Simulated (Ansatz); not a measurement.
**Zr2CO2 MXene/Bi2Te3 quintuple layer periodic stack (55 atoms): geometry optimisation**

Aim: bring Zr2CO2 MXene/Bi2Te3 quintuple layer periodic stack (55 atoms) to a nearby minimum of the energy and see what moves.

Program: Ansatz 0.2.0. Level of theory: Kohn-Sham DFT, PBE+D4, PAW (set soft_2, large core), plane waves. Results are calculated unless marked as measured.

**1. The structure**

The cell holds 55 atoms: 7 C, 14 Zr, 14 O, 12 Te and 8 Bi. Its edges and angles: a = 8.759 Å, b = 8.759 Å, c = 18.610 Å, α = 90.0°, β = 90.0°, γ = 120.0°. It derives from Zr2CO2 and Bi2Te3. 7 cells of Zr2CO2 MXene (a = 3.31 Å, strained +0.01 %) and 4 cells of Bi2Te3 quintuple layer (a = 4.38 Å, -0.01 %) on one hexagonal cell, twist 40.89 deg; facing planes 3.34, 3.17 Å apart; periodic along z; displaced by a Gaussian of 0.01 Å. Regions: layer 1, 35 atoms (7 C, 14 Zr and 14 O); layer 2, 20 atoms (12 Te and 8 Bi).

What the set-up can't give: Spin–orbit coupling is left out, which matters for the levels of the heavy elements.

**2. Single point at the start**

The forces at the start show how far the geometry lies from a minimum of this functional.

The input, input.yaml:

```yaml
crystal:
  lattice:
    - [8.7587, 0.0, 0.0]
    - [-4.37935, 7.58526, 0.0]
    - [0.0, 0.0, 18.61]
  atoms:
    - { symbol: C, position: [0.14394, 0.71308, 0.12404] }
    - { symbol: Zr, position: [0.37973, 0.90357, 0.19687] }
    - { symbol: Zr, position: [0.33403, 0.66565, 0.04966] }
    - { symbol: O, position: [0.33242, 0.66505, 0.24653] }
    - { symbol: O, position: [0.38096, 0.9046, 0.99988] }
    - { symbol: C, position: [0.00087, 0.99824, 0.12307] }
    - { symbol: Zr, position: [0.23809, 0.19041, 0.1961] }
    - { symbol: Zr, position: [0.19049, 0.95184, 0.04988] }
    - { symbol: O, position: [0.19082, 0.95215, 0.24705] }
    - { symbol: O, position: [0.23883, 0.19098, 0.99956] }
    - { symbol: C, position: [0.28625, 0.42862, 0.1228] }
    - { symbol: Zr, position: [0.52371, 0.61878, 0.19757] }
    - { symbol: Zr, position: [0.47553, 0.37904, 0.05036] }
    - { symbol: O, position: [0.47451, 0.37886, 0.24676] }
    - { symbol: O, position: [0.52485, 0.62045, 0.00036] }
    - { symbol: C, position: [0.57224, 0.85835, 0.12268] }
    - { symbol: Zr, position: [0.80914, 0.04709, 0.19787] }
    - { symbol: Zr, position: [0.7616, 0.80879, 0.04967] }
    - { symbol: O, position: [0.76475, 0.80918, 0.24728] }
    - { symbol: O, position: [0.809, 0.04692, 0.99926] }
    - { symbol: C, position: [0.42832, 0.14294, 0.12368] }
    - { symbol: Zr, position: [0.66796, 0.33265, 0.19724] }
    - { symbol: Zr, position: [0.62082, 0.09468, 0.05027] }
    - { symbol: O, position: [0.62019, 0.09781, 0.24759] }
    - { symbol: O, position: [0.6669, 0.33429, 0.00032] }
    - { symbol: C, position: [0.71213, 0.56942, 0.12411] }
    - { symbol: Zr, position: [0.95108, 0.7618, 0.19624] }
    - { symbol: Zr, position: [0.90666, 0.52423, 0.05027] }
    - { symbol: O, position: [0.90351, 0.52336, 0.24752] }
    - { symbol: O, position: [0.95324, 0.76179, 0.00031] }
    - { symbol: C, position: [0.85789, 0.2859, 0.12376] }
    - { symbol: Zr, position: [0.0965, 0.47718, 0.19681] }
    - { symbol: Zr, position: [0.04951, 0.23876, 0.05043] }
    - { symbol: O, position: [0.04878, 0.23781, 0.24786] }
    - { symbol: O, position: [0.09616, 0.4752, 0.0001] }
    - { symbol: Te, position: [0.56833, 0.27362, 0.6298] }
    - { symbol: Bi, position: [0.73558, 0.60442, 0.51952] }
    - { symbol: Bi, position: [0.90154, 0.43956, 0.73698] }
    - { symbol: Te, position: [0.90396, 0.4437, 0.42588] }
    - { symbol: Te, position: [0.73523, 0.60707, 0.82922] }
    - { symbol: Te, position: [0.56902, 0.77535, 0.62802] }
    - { symbol: Bi, position: [0.73683, 0.10842, 0.51904] }
    - { symbol: Bi, position: [0.90164, 0.94038, 0.73734] }
    - { symbol: Te, position: [0.90383, 0.93974, 0.42627] }
    - { symbol: Te, position: [0.7353, 0.1054, 0.83028] }
    - { symbol: Te, position: [0.0675, 0.27209, 0.62831] }
    - { symbol: Bi, position: [0.23611, 0.60605, 0.51929] }
    - { symbol: Bi, position: [0.4028, 0.44009, 0.73671] }
    - { symbol: Te, position: [0.40234, 0.43842, 0.42681] }
    - { symbol: Te, position: [0.23689, 0.60644, 0.82909] }
    - { symbol: Te, position: [0.06993, 0.77293, 0.62892] }
    - { symbol: Bi, position: [0.23491, 0.10822, 0.5189] }
    - { symbol: Bi, position: [0.40168, 0.93811, 0.73804] }
    - { symbol: Te, position: [0.40206, 0.93902, 0.42685] }
    - { symbol: Te, position: [0.23668, 0.106, 0.82923] }
kpoints:
  mp_grid: { grid: [2, 2, 1] }
hamiltonian:
  xc: pbe
  dispersion: d4
  pseudopotentials: { kind: paw, core: large }
scf:
  occupations: { method: gaussian, width: 0.025 }
output:
  forces: true
  stress: true
  populations: true
  dos:
    method: { smearing: { sigma: 0.15 } }
    de: 0.1
    projected:
      site_lists:
        Bi: [Bi]
        C: [C]
        O: [O]
        Te: [Te]
        Zr: [Zr]
        layer_1: [0, 1, 2, 3, 4, 5, 6, 7, 8, 9, 10, 11, 12, 13, 14, 15, 16, 17, 18, 19, 20, 21, 22, 23, 24, 25, 26, 27, 28, 29, 30, 31, 32, 33, 34]
        layer_2: [35, 36, 37, 38, 39, 40, 41, 42, 43, 44, 45, 46, 47, 48, 49, 50, 51, 52, 53, 54]
  eigenvalues: true
```

Run with:

```
ansatz run input.yaml --threads 4 --pin off --max-ram 8192MiB --backend cpu --events-out ev --progress --plain --runs-dir out
```

Numbers of over 12 decimals in the logs are rounded to 6 here.

What it wrote:

```text
Engine: ansatz 0.2.0, aarch64-unknown-linux-gnu
Pseudopotentials: kind: paw
Pseudopotential: C, paw, valence charge 4, recommended cutoff 420 eV (normal), C.paw.azcp
Pseudopotential: Zr, paw, valence charge 12, recommended cutoff 420 eV (normal), Zr.paw.azcp
Pseudopotential: O, paw, valence charge 6, recommended cutoff 420 eV (normal), O.paw.azcp
Pseudopotential: Te, paw, valence charge 6, recommended cutoff 420 eV (normal), Te.paw.azcp#standard-large-core
Pseudopotential: Bi, paw, valence charge 15, recommended cutoff 420 eV (normal), Bi.paw.azcp
Functional definition: PBE
  parameter kappa = 0.804
  parameter beta = 0.066725
  exchange = pbe_x(kappa = kappa, mu = beta*pi^2/3)
  correlation = pbe_c(beta = beta)
Crystal: 55 atoms, lattice volume = 1236.393 Å³
Basis set: ecut = 420 eV, 24189 PW (Γ), exchange–correlation on 120×120×250 points (8 copies of the dense FFT grid, shifted against one another)
Bands: 291, of which v1, the nominal top of the filled ones, is band 236 counted from 1 (235 counted from 0)
Symmetry: 1 space group operations
Space group: P1 (ITA 1), of the structure as read, at distance tolerance 1.1e-4 Å
k-points: 4
Non-local potential: C, projectors of the file, l = 0: 2, l = 1: 2, l = 2: 1
Non-local potential: Zr, projectors of the file, l = 0: 3, l = 1: 2, l = 2: 2, l = 3: 2
Non-local potential: O, projectors of the file, l = 0: 2, l = 1: 2, l = 2: 1
Non-local potential: Te, projectors of the file, l = 0: 2, l = 1: 2, l = 2: 2, l = 3: 1
Non-local potential: Bi, projectors of the file, l = 0: 2, l = 1: 2, l = 2: 2, l = 3: 2
PAW form: soft (Blöchl's): semilocal exchange-correlation on the pseudo side does not see the compensation charge
PAW one-centre angular grid: C, 110 points (default); XC on 64 Gauss nodes
PAW one-centre angular grid: Zr, 590 points (default); XC on 64 Gauss nodes
PAW one-centre angular grid: O, 110 points (default); XC on 64 Gauss nodes
PAW one-centre angular grid: Te, 194 points (default); XC on 64 Gauss nodes
PAW one-centre angular grid: Bi, 590 points (default); XC on 64 Gauss nodes
Initial density: superposition of atomic densities (chi_scale 0.1, normalization cell, long waves 94 % of neutral atoms (reshape's long-wave potential 1.94 eV rms, cloud 2.51 Å wide))
Initial wavefunctions: pseudopotential atomic-orbital guess
Functional: x = pbe(κ = 0.804, μ = 0.219515), c = pbe(β = 0.066725)
SCF iter   1: F=—  HF=-226913.816531 eV  |F-HF|=—  |Δ(HF+E_count)|=         —  Δρ=9.66e-2  dr2=1.30e3  ethr=3.10e-3  ⟨swp⟩=7.0  Hψ=4668  notcnv=0  defer=72
preconditioner: auto → LDOS  [metal: Δε(μ)=0.003 eV  Ē_g=8.211 eV  σ=0.025 eV  W_gap=0.07  n_scr=270 (ndim 8)  ℏωp=17.7 eV  f_vac=0.048  D(μ)=111.91/eV (n_scr^D=1414)  β→1.0]
SCF iter   2: F=—  HF=-226863.181228 eV  |F-HF|=—  |Δ(HF+E_count)|=    5.06e1  Δρ=5.15e-2  dr2=3.49e2  ethr=3.10e-3  ⟨swp⟩=3.0  Hψ=2444  notcnv=0  defer=180
SCF iter   3: F=—  HF=-226853.712952 eV  |F-HF|=—  |Δ(HF+E_count)|=    9.47e0  Δρ=2.63e-2  dr2=3.37e1  ethr=3.10e-3  ⟨swp⟩=3.0  Hψ=2290  notcnv=0  defer=182
SCF iter   4: F=—  HF=-226851.215736 eV  |F-HF|=—  |Δ(HF+E_count)|=    2.50e0  Δρ=1.63e-2  dr2=6.26e0  ethr=3.10e-3  ⟨swp⟩=3.0  Hψ=2257  notcnv=0  defer=182
SCF iter   5: F=—  HF=-226850.263857 eV  |F-HF|=—  |Δ(HF+E_count)|=   9.52e-1  Δρ=5.86e-3  dr2=2.20e0  ethr=1.33e-3  ⟨swp⟩=3.0  Hψ=1817  notcnv=0  defer=182
SCF iter   6: F=—  HF=-226850.109331 eV  |F-HF|=—  |Δ(HF+E_count)|=   1.55e-1  Δρ=2.56e-3  dr2=9.17e-1  ethr=4.66e-4  ⟨swp⟩=2.0  Hψ=1553  notcnv=0  defer=186
SCF iter   7: F=—  HF=-226850.048846 eV  |F-HF|=—  |Δ(HF+E_count)|=   6.05e-2  Δρ=2.03e-3  dr2=5.73e-1  ethr=1.94e-4  ⟨swp⟩=2.0  Hψ=1268  notcnv=0  defer=190
SCF iter   8: F=—  HF=-226850.003107 eV  |F-HF|=—  |Δ(HF+E_count)|=   4.57e-2  Δρ=1.38e-3  dr2=3.43e-1  ethr=1.21e-4  ⟨swp⟩=2.0  Hψ=1104  notcnv=0  defer=190
SCF iter   9: F=—  HF=-226849.961712 eV  |F-HF|=—  |Δ(HF+E_count)|=   4.14e-2  Δρ=9.90e-4  dr2=1.81e-1  ethr=7.26e-5  ⟨swp⟩=3.2  Hψ=1360  notcnv=0  defer=184
SCF iter  10: F=—  HF=-226849.928192 eV  |F-HF|=—  |Δ(HF+E_count)|=   3.35e-2  Δρ=8.00e-4  dr2=4.89e-2  ethr=3.84e-5  ⟨swp⟩=2.2  Hψ=1464  notcnv=0  defer=184
SCF iter  11: F=—  HF=-226849.917478 eV  |F-HF|=—  |Δ(HF+E_count)|=   1.07e-2  Δρ=3.37e-4  dr2=3.77e-3  ethr=1.04e-5  ⟨swp⟩=2.0  Hψ=1590  notcnv=0  defer=186
SCF iter  12: F=—  HF=-226849.916862 eV  |F-HF|=—  |Δ(HF+E_count)|=   6.15e-4  Δρ=2.25e-4  dr2=1.10e-3  ethr=8.00e-7  ⟨swp⟩=2.0  Hψ=1434  notcnv=0  defer=186
SCF iter  13: F=—  HF=-226849.916810 eV  |F-HF|=—  |Δ(HF+E_count)|=   5.18e-5  Δρ=6.82e-5  dr2=3.76e-5  ethr=2.33e-7  ⟨swp⟩=2.0  Hψ=1434  notcnv=0  defer=186
SCF iter  14: F=—  HF=-226849.916753 eV  |F-HF|=—  |Δ(HF+E_count)|=   5.75e-5  Δρ=2.63e-5  dr2=1.04e-5  ethr=7.97e-9  ⟨swp⟩=2.0  Hψ=1537  notcnv=0  defer=186
SCF iter  15: F=—  HF=-226849.916754 eV  |F-HF|=—  |Δ(HF+E_count)|=   1.38e-6  Δρ=1.10e-5  dr2=1.69e-6  ethr=2.20e-9  ⟨swp⟩=2.0  Hψ=1581  notcnv=0  defer=185
SCF iter  16: F=—  HF=-226849.916755 eV  |F-HF|=—  |Δ(HF+E_count)|=   3.20e-7  Δρ=4.95e-6  dr2=4.04e-7  ethr=3.58e-10  ⟨swp⟩=2.0  Hψ=1434  notcnv=0  defer=185
SCF iter  17: F=-226849.916755 eV  HF=-226849.916755 eV  |F-HF|=2.30e-9  |Δ(HF+E_count)|=   1.60e-8  Δρ=2.51e-6  dr2=6.47e-8  ethr=2.12e-11  ⟨swp⟩=19.8  Hψ=7749  notcnv=0
SCF 1 converged in 17 iterations: F = -226849.916755 eV  dr2 = 6.47e-8
  greatest PAW one-centre occupation: 0.995 electrons in one spin orbital (limit 2), on the Zr atom at site 26 (counted from 0), in its partial waves of l = 0
SCF converged after 17 iterations
Free energy (F): -226849.916755 eV
Harris-Foulkes:  -226849.916755 eV  (|F-HF|=2.30e-9)
Internal energy: -226849.916755 eV  (E = F + TS)
E sigma→0 (E₀):  -226849.916755 eV
Fermi energy:    8.304685 eV
--- Per-component energies (eV) ---
  E_band       = -3303.518162
  E_kinetic    = 10959.938401
  E_local      = -70475.660399  (includes V_loc(G=0)·N_el)
  E_nonlocal   = 6883.699232
  E_hartree    = 29924.790723
  E_xc         = -9107.835680
  E_vxc        = -6574.511729  (∫ρ·V_xc dr)
  E_paw        = -182797.788257  (= ΣΔE_a)
  E_vpaw       = -3946.576789  (= ΣTr[D̂ρ^β])
  E_aug_tail   = 0.031087  (compensation charges beyond the density's cutoff)
  E_ewald      = -12221.465919
  E_disp       = -15.625942  (pairwise vdW)
  E_smearing   = -0.000000  (= −TS)
  E_closure    = -0.000000  (closes the sum)
  Σ components = -226849.916755   (vs F -226849.916755, Δ=0.00e0)
--- Forces (eV/Å), atoms counted from 1 ---
  atom   1  C     -0.09395150     0.06536657    -0.15097410
  atom   2  Zr    -0.07240411     0.22824549     0.78420067
  atom   3  Zr    -0.00967971     0.22342549    -0.79140712
  atom   4  O      0.09678213     0.10840002    -0.06952102
  atom   5  O      0.03042650     0.00145311     0.26977238
  atom   6  C     -0.19845289     0.14560507     0.07259004
  atom   7  Zr     0.08885047    -0.17470335     1.01067881
  atom   8  Zr     0.12896249     0.06740173    -0.75143992
  atom   9  O     -0.04562365    -0.01363553    -0.32234261
  atom  10  O     -0.05868542    -0.02869170     0.37114978
  atom  11  C     -0.05736572    -0.02331139     0.17425472
  atom  12  Zr     0.20504578    -0.16941592     0.57014704
  atom  13  Zr     0.22299955     0.15926470    -0.75179727
  atom  14  O      0.02774726     0.16974215    -0.23857814
[...]
atom  54  Te    -0.00973903     0.02316696    -0.00783512
  atom  55  Te    -0.03142952    -0.01551005    -0.05094791
  max |Σ_I F_I| component: 2.29e-4 eV/Å
--- Stress (GPa, compression-positive) ---
       -1.366192      -0.001206      -0.010935
       -0.001206      -1.479551       0.058361
       -0.010935       0.058361       0.522425
  P = ⅓ Tr σ = -0.7744 GPa (-7.744 kbar)
--- Band table (eV) ---
  k-point 0: bands = ["-40.9451", "-40.9046", "-40.9004", "-40.8687", [... 275 levels ...], "11.7587", "11.7788", "11.7833", "11.8064", "11.8524", "11.8618", "11.8656", "11.8989", "11.9232", "11.9316", "12.1316", "12.1619"]
[...]
--- Löwdin populations: 55 sites ---
  site symbol       q [e]
     0      C      4.8989
     1     Zr     10.8485
     2     Zr     10.8495
[...]
54     Te      6.1401
  spilling = 0.003875 (of n_electrons = 472.000000)
```

Run time: 70 s. Hardware: 4 threads of Arm Neoverse V2, shared host; peak memory 6.6 GiB; 4.5 min of CPU time.

In the SCF lines HF is the Harris–Foulkes energy and dr2 the Hartree energy of the density residual, in eV; the loop may stop once dr2 is under the threshold and the program's other checks hold. Hψ counts applications of the Hamiltonian.

The program notes that potentials were chosen by core size.

Numbers from this run:

```
free energy                                      : -226849.9168 eV
free energy per atom                             : -4124.5439 eV/atom
SCF cycles                                       : 17
pressure                                         : -0.7744 GPa
r.m.s. force component                           : 0.2628 eV/Å
longest force                                    : 1.03 eV/Å
Fermi energy                                     : 8.305 eV
gap (highest filled to lowest empty level) : 0.7909 eV
spilling of the projection                       : 0.003875
```

The r.m.s. force component of 0.26 eV/Å and the pressure of -0.77 GPa set the starting point.

Neighbours are counted within 2.82 Å (O-Zr), 2.81 Å (Zr-C), 3.68 Å (Te-Bi).

Length of the force by element and coordination:

```
element  coordination  atoms  mean length of the force (eV/Å)  spread   least   most
     Bi           all      8                           0.0646  0.0331  0.0163  0.128
      C           all      7                            0.224  0.0848   0.104  0.372
      O           all     14                            0.322   0.100   0.161  0.502
     Te           all     12                           0.0807  0.0386  0.0263  0.164
     Te             3      8                           0.0758  0.0335  0.0263  0.136
     Te             6      4                           0.0904  0.0458  0.0371  0.164
     Zr           all     14                            0.807   0.103   0.629   1.03
```

**3. Relaxation**

With the cell held, the atoms are moved downhill towards a nearby minimum.

input.yaml, the sections that differ from step 2:

```yaml
output:
  forces: true
relax:
  f_tol: 0.05
  max_steps: 130
# crystal, kpoints, hamiltonian, scf: as in step 2
```

What it wrote:

```text
[...]
Crystal: 55 atoms, lattice volume = 1236.393 Å³
Basis set: ecut = 420 eV, 24189 PW (Γ), exchange–correlation on 120×120×250 points (8 copies of the dense FFT grid, shifted against one another)
Bands: 291, of which v1, the nominal top of the filled ones, is band 236 counted from 1 (235 counted from 0)
Symmetry: 1 space group operations
[...]
k-points: 4
[...]
SCF iter   1: F=—  HF=-226913.816532 eV  |F-HF|=—  |Δ(HF+E_count)|=         —  Δρ=9.66e-2  dr2=1.30e3  ethr=3.10e-3  ⟨swp⟩=7.0  Hψ=4668  notcnv=0  defer=72
[...]
SCF iter  13: F=-226849.916741 eV  HF=-226849.916733 eV  |F-HF|=7.69e-6  |Δ(HF+E_count)|=   4.19e-5  Δρ=6.81e-5  dr2=3.73e-5  ethr=1.32e-8  ⟨swp⟩=4.0  Hψ=4124  notcnv=0
SCF 1 converged in 13 iterations: F = -226849.916741 eV  dr2 = 3.73e-5
[...]
relax step   1: F+E_penalty+E_count = -226849.91674065 eV  Δ(F+E_penalty+E_count) = +0.000e0 eV  max|allowed force component| = 1.010e0 eV/Å  Δτ_max = 0.0000 Å  (13 SCF iters, dr2 threshold 6.25e-5 eV, accepted)
[...]
relax step   2: F+E_penalty+E_count = -226849.56719548 eV  Δ(F+E_penalty+E_count) = +3.495e-1 eV  max|allowed force component| = 1.289e0 eV/Å  Δτ_max = 0.1490 Å  (8 SCF iters, dr2 threshold 6.37e-5 eV, rejected (line search))
[...]
relax step   3: F+E_penalty+E_count = -226850.11929539 eV  Δ(F+E_penalty+E_count) = -2.026e-1 eV  max|allowed force component| = 1.368e-1 eV/Å  Δτ_max = 0.0724 Å  (11 SCF iters, accepted)
[...]
relax step   4: F+E_penalty+E_count = -226850.13043860 eV  Δ(F+E_penalty+E_count) = -1.114e-2 eV  max|allowed force component| = 1.296e-2 eV/Å  Δτ_max = 0.0245 Å  (9 SCF iters, accepted)
SCF converged after 9 iterations
Free energy (F): -226850.130439 eV
[...]
Internal energy: -226850.130439 eV  (E = F + TS)
E sigma→0 (E₀):  -226850.130439 eV
Fermi energy:    8.444959 eV
[...]
--- Forces (eV/Å), atoms counted from 1 ---
  atom   1  C     -0.00217594     0.00371595    -0.00662059
  atom   2  Zr     0.00361392    -0.00050010     0.00140425
  atom   3  Zr     0.00032395     0.00124737     0.00620863
  atom   4  O      0.00064467     0.00206652     0.00199423
  atom   5  O      0.00017884    -0.00193109     0.00202648
  atom   6  C      0.00011098     0.00287140     0.00079546
  atom   7  Zr    -0.00151770    -0.00060781     0.00676180
  atom   8  Zr     0.00011254    -0.00307929     0.00368806
  atom   9  O     -0.00481746    -0.00134861     0.00326986
  atom  10  O     -0.00103154    -0.00231365     0.00060628
  atom  11  C     -0.00110995     0.00043700    -0.00024877
  atom  12  Zr    -0.00292604     0.00491285    -0.00295259
  atom  13  Zr    -0.00020671     0.00504551    -0.00342989
  atom  14  O      0.00710790    -0.00232674     0.00081812
[...]
atom  54  Te     0.00130131    -0.00104957    -0.00566084
  atom  55  Te     0.00124111    -0.00283292    -0.00334121
  max |Σ_I F_I| component: 2.52e-4 eV/Å
--- Relaxed structure (4 steps of the walk, 3 accepted, 0 SCFs on fresh bases) ---
  F+E_penalty+E_count = -226850.13043860 eV   max|allowed force component| = 1.296e-2 eV/Å
  atoms:
    - { symbol: C, position: [0.143474, 0.714274, 0.125038] }
    - { symbol: Zr, position: [0.381259, 0.904440, 0.200244] }
    - { symbol: Zr, position: [0.333605, 0.666515, 0.050032] }
    - { symbol: O, position: [0.333444, 0.665998, 0.248993] }
[...]
- { symbol: Te, position: [0.236215, 0.104121, 0.826298] }
```

Wall time 2 min (4 threads); peak memory 6.7 GiB.

The steps of the relaxation:

```
step  energy less that of the first step (eV)  largest force component (eV/Å)
   1                                   0.0000                          1.0097
   2                                   0.3495                          1.2886
   3                                  -0.2026                          0.1368
   4                                  -0.2137                          0.0130
```

Relaxation step 2 was tried and not accepted.

The atoms that moved most (Å):

```
atom      dx      dy      dz  length
Bi53   0.002   0.013  -0.087   0.088
Te36   0.016   0.009  -0.084   0.086
Te45  -0.020   0.018  -0.070   0.075
 Zr7   0.003  -0.003   0.072   0.072
Te51  -0.024   0.011  -0.065   0.071
Bi37  -0.007   0.017  -0.066   0.069
Zr27   0.014   0.001   0.063   0.064
 Zr2   0.010   0.007   0.063   0.064
```

The relaxation changed the energy by -3.88 meV/atom, and atoms moved by 0.045 Å r.m.s., 0.088 Å at most.

(Continued in part 2 of 2.)

[Logs are printed without paths, hosts, clocks, repeated set-up lines and the standing remarks that a program may print on its own settings, such as how far it seeks lower states.]

[Hosts, paths, dates, database ids (printed as entryN), source tags and the programs' standing remarks are cut or masked in the printed files.]
